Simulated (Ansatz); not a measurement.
# Photoemission of Si(111) with OH, oxygen in 1 back bond, part 3 of 3

What would XPS and angle-resolved spectra of Si(111) with OH, oxygen in 1 back bond look like?

Ansatz 0.2.0; DFT, PBE, plane-wave PAW, default files, scalar-relativistic.

So far. Step 2 (Bands by layer): The largest force component on a free atom is 0.023 eV/Å, so the atoms are at rest for these settings too.

## (3) Core levels by total-energy differences

XPS shifts tell sites apart. Each chosen atom gets a core hole in a self-consistent pass of its own.

Input file input.yaml:

```yaml
crystal:
  lattice:
    - [7.6791796437, 0.0, 0.0]
    - [3.8395898218, 6.6503646517, 0.0]
    - [0.0, 0.0, 24.9337769138]
  atoms:
    - { symbol: H, position: [0.2270276088, -0.2647067514, 0.7023868021] }
    - { symbol: H, position: [0.474553584, 0.1104629683, 0.7109306493] }
    - { symbol: H, position: [-0.0037149712, 0.6302513517, 0.7050992876] }
    - { symbol: H, position: [0.5899285043, 0.5314237482, 0.7071814505] }
    - { symbol: O, position: [0.0824425349, -0.1740813898, 0.6949355263] }
    - { symbol: O, position: [0.4972157628, -0.0077344699, 0.6910525496] }
    - { symbol: O, position: [-0.0239683068, 0.5219388768, 0.6910719159] }
    - { symbol: O_h, position: [0.4774529384, 0.5279070264, 0.6902243578] }
    - { symbol: O, position: [0.8974082685, 0.1775126001, 0.6439175711] }
    - { symbol: Si_h, position: [0.0308788939, -0.0659034973, 0.6345473493] }
    - { symbol: Si, position: [0.4970614842, 0.0103165732, 0.6240636121] }
    - { symbol: Si, position: [-0.0065974835, 0.5132058701, 0.6240382612] }
    - { symbol: Si_h, position: [0.4884886637, 0.5207353487, 0.6216723737] }
    - { symbol: Si_h, position: [0.8211433832, 0.3559601797, 0.5964200215] }
    - { symbol: Si, position: [0.3281872523, 0.3442617981, 0.5929258007] }
    - { symbol: Si, position: [0.8268368677, 0.8374910158, 0.5895402411] }
    - { symbol: Si, position: [0.329435146, 0.848358922, 0.5896832701] }
    - { symbol: Si, position: [0.8375128084, 0.3244947182, 0.5003493516] }
    - { symbol: Si, position: [0.3329487413, 0.3347364689, 0.497851529] }
    - { symbol: Si, position: [0.8327058081, 0.8327487711, 0.4958483637] }
    - { symbol: Si, position: [0.3338907182, 0.834025117, 0.495856645] }
    - { symbol: Si_h, position: [0.1669834451, 0.1675233025, 0.4652782422] }
    - { symbol: Si, position: [0.6659417044, 0.1665911187, 0.4653063871] }
    - { symbol: Si, position: [0.1668048737, 0.666659387, 0.4651224139] }
    - { symbol: Si, position: [0.6699367725, 0.6598506305, 0.4660104366] }
    - { symbol: Si, position: [0.166666667, 0.166666667, 0.370732161] }
    - { symbol: Si, position: [0.666666667, 0.166666667, 0.370732161] }
    - { symbol: Si, position: [0.166666667, 0.666666667, 0.370732161] }
    - { symbol: Si, position: [0.666666667, 0.666666667, 0.370732161] }
    - { symbol: Si, position: [0.0, 0.0, 0.339298776] }
    - { symbol: Si, position: [0.5, 0.0, 0.339298776] }
    - { symbol: Si, position: [0.0, 0.5, 0.339298776] }
    - { symbol: Si, position: [0.5, 0.5, 0.339298776] }
    - { symbol: H, position: [0.0, 0.0, 0.280743668] }
    - { symbol: H, position: [0.5, 0.0, 0.280743668] }
    - { symbol: H, position: [0.0, 0.5, 0.280743668] }
    - { symbol: H, position: [0.5, 0.5, 0.280743668] }
kpoints:
  mp_grid: { grid: [3, 3, 1] }
scf:
  occupations: { method: fermi_dirac, width: 0.02 }
  n_extra_bands: 26
hamiltonian:
  xc: pbe
  pseudopotentials: { kind: paw }
output:
  forces: true
  write_potential: true
  volumetric_format: []
  core_levels:
    shells: { O_h: "1s", Si_h: "2p" }
    counted_from: conduction_bottom
    add_spin: false
efield:
  axis: 3
  dipole_correction: true
```

Command:

```console
$ ansatz run input.yaml --threads 4 --pin off --max-ram 8192MiB --backend cpu --events-out ev --progress --plain --runs-dir out
```

Numbers of over 12 decimals in the logs are rounded to 6 here.

What it wrote:

```text
[...]
Crystal: 37 atoms, lattice volume = 1273.352 Å³
Basis set: ecut = 420 eV, 24833 PW (Γ), exchange–correlation on 108×108×360 points (8 copies of the dense FFT grid, shifted against one another)
Bands: 93, of which v1, the nominal top of the filled ones, is band 67 counted from 1 (66 counted from 0)
Symmetry: 1 space group operations
[...]
k-points: 5 of 9 (time reversal used)
[...]
SCF iter   1: F=—  HF=-18225.577174 eV  |F-HF|=—  |Δ(HF+E_count)|=         —  Δρ=2.62e-3  dr2=6.09e-1  ethr=1.77e-3  p=-0.084 e·Å  D=-1.19e-2 V/Å  ΔV_dip=0.30 eV  dr2_dipole=2.69e-3  V_vac-E_F(+/−)=3.99/3.69 eV  ⟨swp⟩=8.4  Hψ=2571  notcnv=0  defer=39
[...]
SCF iter   9: F=-18225.490159 eV  HF=-18225.490159 eV  |F-HF|=2.79e-8  |Δ(HF+E_count)|=   1.34e-7  Δρ=2.52e-6  dr2=6.97e-8  ethr=7.46e-11  p=-0.092 e·Å  D=-1.31e-2 V/Å  ΔV_dip=0.33 eV  dr2_dipole=5.63e-10  V_vac-E_F(+/−)=4.41/4.08 eV  ⟨swp⟩=25.4  Hψ=5014  notcnv=0
SCF 1 converged in 9 iterations: F = -18225.490159 eV  dr2 = 6.97e-8
[...]
── core hole 1/5: 1s of O_h 7 ──
── 1s of O_h 7: 532.033 eV over the cell without the hole, in 15 iterations ──
── core hole 2/5: 2p of Si_h 9 ──
── 2p of Si_h 9: 101.065 eV over the cell without the hole, in 12 iterations ──
── core hole 3/5: 2p of Si_h 12 ──
── 2p of Si_h 12: 100.461 eV over the cell without the hole, in 15 iterations ──
── core hole 4/5: 2p of Si_h 13 ──
── 2p of Si_h 13: 100.403 eV over the cell without the hole, in 12 iterations ──
── core hole 5/5: 2p of Si_h 21 ──
── 2p of Si_h 21: 99.926 eV over the cell without the hole, in 15 iterations ──
SCF converged after 9 iterations
Free energy (F): -18225.490159 eV
[...]
Internal energy: -18225.490159 eV  (E = F + TS)
E sigma→0 (E₀):  -18225.490159 eV
Fermi energy:    0.316156 eV
Dipole field:    D = -0.013089 V/Å  (p = -0.092108 e·Å, saw-weighted, corrected)
Work function:   Φ+ = 4.4109 eV   Φ− = 4.0845 eV
[...]
--- Forces (eV/Å), atoms counted from 1 ---
  atom   1  H        0.00664263     0.00284513    -0.00397676
  atom   2  H       -0.00963773    -0.01804708    -0.00604955
  atom   3  H       -0.00703517     0.00007823    -0.00152540
  atom   4  H       -0.00094011    -0.00083632     0.00163323
  atom   5  O       -0.00384162    -0.00244566     0.00506758
  atom   6  O        0.01034824     0.02276275     0.00675614
  atom   7  O        0.00586001     0.00117835     0.00366087
  atom   8  O_h      0.00254178    -0.00048124     0.00019274
  atom   9  O        0.00212676    -0.00105954    -0.00248580
  atom  10  Si_h    -0.00133702    -0.00067178    -0.00186656
  atom  11  Si      -0.00280114    -0.00237558     0.00050640
  atom  12  Si      -0.00111993     0.00252848    -0.00353419
  atom  13  Si_h    -0.00289852    -0.00074739    -0.00196098
  atom  14  Si_h    -0.00008917    -0.00017032     0.00194967
  atom  15  Si       0.00010534    -0.00004842    -0.00003956
  atom  16  Si       0.00057155     0.00092961     0.00028851
  atom  17  Si       0.00088089    -0.00074213    -0.00015875
  atom  18  Si      -0.00123739     0.00046365     0.00079663
  atom  19  Si       0.00018081     0.00003840     0.00039988
  atom  20  Si      -0.00006271     0.00075991     0.00013191
  atom  21  Si      -0.00086755    -0.00143441     0.00067951
  atom  22  Si_h     0.00002310     0.00043508     0.00024549
  atom  23  Si      -0.00014237     0.00007947    -0.00028026
  atom  24  Si       0.00014483    -0.00000193    -0.00052929
  atom  25  Si      -0.00018226    -0.00018280     0.00014194
  atom  26  Si      -0.00544781     0.07986324    -0.09969815
  atom  27  Si       0.00993359     0.06689408    -0.09340985
  atom  28  Si       0.01120710    -0.01713985    -0.13536648
  atom  29  Si      -0.01358373    -0.13547077     0.02099838
  atom  30  Si      -0.00286497    -0.00781207     0.86859253
  atom  31  Si       0.00178502     0.03247747     0.91356011
  atom  32  Si      -0.00554774    -0.01030401     0.81345557
  atom  33  Si       0.00595943    -0.00363632     0.80711364
  atom  34  H        0.00202601     0.00328695    -0.77169834
  atom  35  H       -0.00020472    -0.02390206    -0.76664518
  atom  36  H        0.00584132     0.00945484    -0.77796627
  atom  37  H       -0.00633309     0.00343293    -0.77891348
  max |Σ_I F_I| component: 6.59e-5 eV/Å
--- Band table (eV; the first three rows and the last of 5) ---
  k-point 0: bands = [... 63 lower, -0.8181, -0.6175, -0.3685, -0.2076, 0.8181, 0.8825, 0.9366, 1.3103, ... 22 higher]
  k-point 1: bands = [... 63 lower, -1.4226, -1.1498, -0.8126, -0.2065, 0.9868, 1.3784, 1.6846, 1.7402, ... 22 higher]
  k-point 2: bands = [... 63 lower, -1.4734, -1.2430, -0.9952, -0.7054, 1.0424, 1.5449, 1.6814, 1.7668, ... 22 higher]
  k-point 4: bands = [... 63 lower, -1.6263, -1.4687, -1.4071, -0.9435, 1.6522, 1.9701, 2.1743, 2.2954, ... 22 higher]
--- Core levels from the conduction bottom, as differences alone (as output.core_levels.counted_from types it; a hole's nearest image at 7.7 Å) ---
  the holes have no spin, as output.core_levels.add_spin types it
  atom         alike  shell      binding/eV   shift/eV difference/eV images/eV   SCF
  O_h 7            1     1s               –     +0.000       532.033         –    15
  Si_h 9           1     2p               –     +0.000       101.065         –    12
  Si_h 12          1     2p               –     -0.604       100.461         –    15
  Si_h 13          1     2p               –     -0.662       100.403         –    12
  Si_h 21          1     2p               –     -1.139        99.926         –    15
  the dataset of O_h with a 1s hole: scattering error 0.001 eV (0.001 eV in the local channel); free atom: scalar-relativistic, large and small components
  the dataset of Si_h with a 2p hole: scattering error 0.000 eV (0.000 eV in the local channel); free atom: scalar-relativistic, large and small components
  the two lines of Si_h's 2p: 2p1/2 +0.408 eV and 2p3/2 -0.204 eV off its levels, 1 : 2 in strength
```

Wall time 2.6 min (4 threads of Intel Xeon at 2.80GHz (Skylake/Cascade Lake), shared host); peak memory 2.7 GiB; 9.7 min of CPU time.

This step gave:

| Item | Value |
| --- | --- |
| Fermi energy | 0.3162 eV |

Each level is the free energy with the hole less that without it. The electron stays in the lowest empty state, so these are excitation energies, not binding energies. The hole's nearest image is 7.7 Å away, and the holes carry no spin, so absolute levels are rough.

| atom | region | shell | level (eV) | shift (eV) | potential at nucleus, shift (V) | j lines (eV) | doubts |
| --- | --- | --- | --- | --- | --- | --- | --- |
| O8 | adsorbate | 1s | 532.03 | - | +0.00 | - | - |
| Si10 | layer 1 | 2p | 101.07 | +1.14 | +0.85 | 101.47 / 100.86 | - |
| Si13 | layer 1 | 2p | 100.46 | +0.54 | +0.33 | 100.87 / 100.26 | - |
| Si14 | layer 2 | 2p | 100.40 | +0.48 | +0.29 | 100.81 / 100.20 | - |
| Si22 | middle | 2p | 99.93 | +0.00 | +0.00 | 100.33 / 99.72 | - |

Levels of p, d and f shells are means over their two j lines, weighted by degeneracy; the splitting comes from the atom's own solve. Shifts count from the last listed atom of each element. With the electron kept in the cell, its attraction to the hole differs by site and enters these shifts. A higher potential at the nucleus binds core electrons more tightly, so that column is a rough initial-state shift.

The Si 2p lines of the listed atoms alone (other atoms of the cell aren't counted), as Gaussians 0.8 eV wide, no depth weighting. Intensity against Si 2p level; read off at these points:

| Si 2p level (eV) | intensity (%) |
| --- | --- |
| 98.40 | 0.0159 |
| 98.60 | 0.133 |
| 98.80 | 0.787 |
| 99.00 | 3.33 |
| 99.20 | 10.2 |
| 99.40 | 23.3 |
| 99.60 | 41.9 |
| 99.80 | 63.2 |
| 100.00 | 83.8 |
| 100.20 | 97.3 |
| 100.35 | 100.0 |
| 100.40 | 99.6 |
| 100.60 | 94.2 |
| 100.80 | 84.6 |
| 101.00 | 69.1 |
| 101.20 | 49.4 |
| 101.40 | 32.2 |
| 101.60 | 20.0 |
| 101.80 | 11.0 |
| 102.00 | 4.86 |
| 102.20 | 1.60 |
| 102.40 | 0.378 |
| 102.60 | 0.0636 |
| 102.80 | 0.00759 |

## (4) Without the dipole correction

Leaving out the dipole correction shows the spurious field between unlike faces.

Changes to input.yaml since step 3:

```diff
@@ -13,9 +13,9 @@
     - { symbol: O, position: [-0.0239683068, 0.5219388768, 0.6910719159] }
-    - { symbol: O_h, position: [0.4774529384, 0.5279070264, 0.6902243578] }
+    - { symbol: O, position: [0.4774529384, 0.5279070264, 0.6902243578] }
     - { symbol: O, position: [0.8974082685, 0.1775126001, 0.6439175711] }
-    - { symbol: Si_h, position: [0.0308788939, -0.0659034973, 0.6345473493] }
+    - { symbol: Si, position: [0.0308788939, -0.0659034973, 0.6345473493] }
     - { symbol: Si, position: [0.4970614842, 0.0103165732, 0.6240636121] }
     - { symbol: Si, position: [-0.0065974835, 0.5132058701, 0.6240382612] }
-    - { symbol: Si_h, position: [0.4884886637, 0.5207353487, 0.6216723737] }
-    - { symbol: Si_h, position: [0.8211433832, 0.3559601797, 0.5964200215] }
+    - { symbol: Si, position: [0.4884886637, 0.5207353487, 0.6216723737] }
+    - { symbol: Si, position: [0.8211433832, 0.3559601797, 0.5964200215] }
     - { symbol: Si, position: [0.3281872523, 0.3442617981, 0.5929258007] }
@@ -27,3 +27,3 @@
     - { symbol: Si, position: [0.3338907182, 0.834025117, 0.495856645] }
-    - { symbol: Si_h, position: [0.1669834451, 0.1675233025, 0.4652782422] }
+    - { symbol: Si, position: [0.1669834451, 0.1675233025, 0.4652782422] }
     - { symbol: Si, position: [0.6659417044, 0.1665911187, 0.4653063871] }
@@ -47,3 +47,3 @@
   occupations: { method: fermi_dirac, width: 0.02 }
-  n_extra_bands: 26
+  n_extra_bands: 36
 hamiltonian:
@@ -55,8 +55,13 @@
   volumetric_format: []
-  core_levels:
-    shells: { O_h: "1s", Si_h: "2p" }
-    counted_from: conduction_bottom
-    add_spin: false
-efield:
-  axis: 3
-  dipole_correction: true
+  dos:
+    projected:
+      site_lists:
+        adsorbate: [4, 0, 8, 5, 1, 6, 2, 7, 3]
+        layer_1: [9, 10, 11, 12]
+        layer_2: [13, 14, 15, 16]
+        layer_3: [17, 18, 19, 20]
+        middle: [21, 22, 23, 24]
+        other_layers: [25, 26, 27, 28, 29, 30, 31, 32, 33, 34, 35, 36]
+    de: 0.05
+    e_range: [-30, 12]
+    method: { smearing: { sigma: 0.12, scheme: gaussian } }
```

What it wrote:

```text
[...]
Crystal: 37 atoms, lattice volume = 1273.352 Å³
Basis set: ecut = 420 eV, 24833 PW (Γ), exchange–correlation on 108×108×360 points (8 copies of the dense FFT grid, shifted against one another)
Bands: 103, of which v1, the nominal top of the filled ones, is band 67 counted from 1 (66 counted from 0)
Symmetry: 1 space group operations
[...]
k-points: 5 of 9 (time reversal used)
[...]
SCF iter   1: F=—  HF=-18225.577660 eV  |F-HF|=—  |Δ(HF+E_count)|=         —  Δρ=2.59e-3  dr2=5.82e-1  ethr=1.77e-3  ⟨swp⟩=8.2  Hψ=2876  notcnv=0  defer=38
[...]
SCF iter   9: F=-18225.491149 eV  HF=-18225.491149 eV  |F-HF|=2.91e-11  |Δ(HF+E_count)|=   2.55e-7  Δρ=2.24e-6  dr2=5.72e-8  ethr=7.46e-11  ⟨swp⟩=24.0  Hψ=5533  notcnv=0
SCF 1 converged in 9 iterations: F = -18225.491149 eV  dr2 = 5.72e-8
[...]
SCF converged after 9 iterations
Free energy (F): -18225.491149 eV
[...]
Internal energy: -18225.491149 eV  (E = F + TS)
E sigma→0 (E₀):  -18225.491149 eV
Fermi energy:    0.316572 eV
[...]
--- Forces (eV/Å), atoms counted from 1 ---
  atom   1  H      0.00642572     0.00294693    -0.00803955
  atom   2  H     -0.00959000    -0.01795543    -0.01123159
  atom   3  H     -0.00706464    -0.00017494    -0.00586578
  atom   4  H     -0.00106711    -0.00057236    -0.00323104
  atom   5  O     -0.00350296    -0.00449454     0.01790598
  atom   6  O      0.01009579     0.02269017     0.02122842
  atom   7  O      0.00596468     0.00186568     0.01719314
  atom   8  O      0.00262774    -0.00060091     0.01410677
  atom   9  O      0.00202862    -0.00300913     0.00380017
  atom  10  Si    -0.00156705     0.00093412    -0.01313010
  atom  11  Si    -0.00251572    -0.00218423    -0.00903567
  atom  12  Si    -0.00124487     0.00241384    -0.01238825
  atom  13  Si    -0.00263342    -0.00053126    -0.01113093
  atom  14  Si     0.00007597     0.00189516    -0.00241568
  atom  15  Si     0.00000619     0.00000818     0.00032272
  atom  16  Si     0.00096464     0.00058645     0.00105102
  atom  17  Si     0.00060551    -0.00118732     0.00054949
  atom  18  Si    -0.00129798     0.00040051     0.00139451
  atom  19  Si     0.00012173    -0.00008375    -0.00010206
  atom  20  Si    -0.00005898     0.00075950    -0.00038907
  atom  21  Si    -0.00095743    -0.00144933     0.00009484
  atom  22  Si     0.00003730     0.00055359     0.00010643
  atom  23  Si    -0.00012430     0.00017648    -0.00038470
  atom  24  Si     0.00015812     0.00001329    -0.00066283
  atom  25  Si    -0.00018788    -0.00008831    -0.00014884
  atom  26  Si    -0.00547960     0.07989221    -0.09992817
  atom  27  Si     0.00993059     0.06692216    -0.09364003
  atom  28  Si     0.01119885    -0.01717233    -0.13562974
  atom  29  Si    -0.01359099    -0.13554372     0.02079760
  atom  30  Si    -0.00285596    -0.00781195     0.86649259
  atom  31  Si     0.00178815     0.03252117     0.91154795
  atom  32  Si    -0.00553844    -0.01032433     0.81136472
  atom  33  Si     0.00595523    -0.00365064     0.80502918
  atom  34  H      0.00201698     0.00328483    -0.76929062
  atom  35  H     -0.00021025    -0.02390946    -0.76429873
  atom  36  H      0.00583075     0.00945118    -0.77549443
  atom  37  H     -0.00632822     0.00343200    -0.77642898
  max |Σ_I F_I| component: 1.19e-4 eV/Å
--- Band table (eV; the first three rows and the last of 5) ---
  k-point 0: bands = [... 63 lower, -0.8165, -0.6142, -0.3637, -0.2066, 0.8201, 0.8851, 0.9412, 1.3121, ... 32 higher]
  k-point 1: bands = [... 63 lower, -1.4225, -1.1484, -0.8094, -0.2089, 0.9891, 1.3794, 1.6864, 1.7430, ... 32 higher]
  k-point 2: bands = [... 63 lower, -1.4701, -1.2422, -0.9949, -0.7029, 1.0457, 1.5463, 1.6839, 1.7702, ... 32 higher]
  k-point 4: bands = [... 63 lower, -1.6225, -1.4670, -1.4081, -0.9455, 1.6524, 1.9711, 2.1738, 2.2976, ... 32 higher]
```

The job ended after 25 s (4 threads; peak memory 2.8 GiB).

Residual by cycle:

cycle, log10 residual and a bar from the least value:
```
        1       -0.2 ##############################
        2       -1.3 #########################
        3       -2.3 #####################
        4       -3.0 ##################
        5       -3.8 ###############
        6       -4.5 ############
        7       -5.5 ########
        8       -6.5 ###
        9       -7.2
```

The run finished; it serves as a test, and its numbers are not taken as the result.

## (5) Summary of results

| Property | Result |
| --- | --- |
| ionisation potential | 4.93 eV (upper face; lower face 4.61 eV) |
| electron affinity (Kohn–Sham) | 3.91 eV (slab's lowest empty level against the upper vacuum) |
| Si core shifts among the listed atoms, from the last listed one | +0.00 to +1.14 eV |

What this shows: The valence top of Si(111) with OH, oxygen in 1 back bond lies 4.93 eV (upper face; lower face 4.61 eV) below the vacuum and the lowest empty level 3.91 eV below the vacuum of the upper face. Only the strongest levels a point were stored, too few to count surface states. The upper face's value lies 0.33 eV above that of the hydrogen-covered lower face; the difference is the dipole step of the groups. Core shifts: Si +0.00 to +1.14 eV. Among the sites run, the most bound Si 2p level is that of Si10 (layer 1), bonded to 2 Si and 2 O; the least bound, 1.14 eV shallower, that of Si22 (middle), bonded to 4 Si. That is the order that electronegative neighbours give as a rule, though screening of the hole enters too. These are excitation energies with the electron kept in the cell, so its attraction to the hole, which differs by site, enters the order. At 21.2 eV the valence spectrum has its highest listed peaks within 10.8 eV at 1.7 eV (O 2p), 3.7 eV (O 2p), 4.8 eV (O 2p), 7.9 eV (O 2p) and 9.1 eV (O 2p). At 1486.7 eV the valence spectrum has its highest listed peaks within 13 eV at 3.9 eV (mixed, O 2p leading), 4.9 eV (mixed, Si 3s leading), 6.4 eV (Si 3s), 8.0 eV (Si 3s) and 9.5 eV (Si 3s), and the deeper O 2s line at 20.3 eV is higher still. The shell named is the one with most of the intensity, cross sections included, not always the one with most states there. The spectra rest on a 3×3×1 mesh, so closely spaced maxima can be ripples of the mesh. The slab's own atoms span 7.4 Å, so bulk bands appear as a few quantum-well levels, and states of the two faces can mix. The affinity uses the Kohn–Sham gap, which is too small, so the true affinity is lower and the true ionisation potential usually higher.

[Logs are printed without paths, hosts, clocks, repeated set-up lines and the standing remarks that a program may print on its own settings, such as how far it seeks lower states.]

[Hosts, paths, dates, database ids (printed as entryN), source tags and the programs' standing remarks are cut or masked in the printed files.]

[Maps of the electrostatic potential energy from Ansatz leave out the sawtooth potential of an applied field or a dipole correction, so their vacuum need not be flat; work functions include it.]
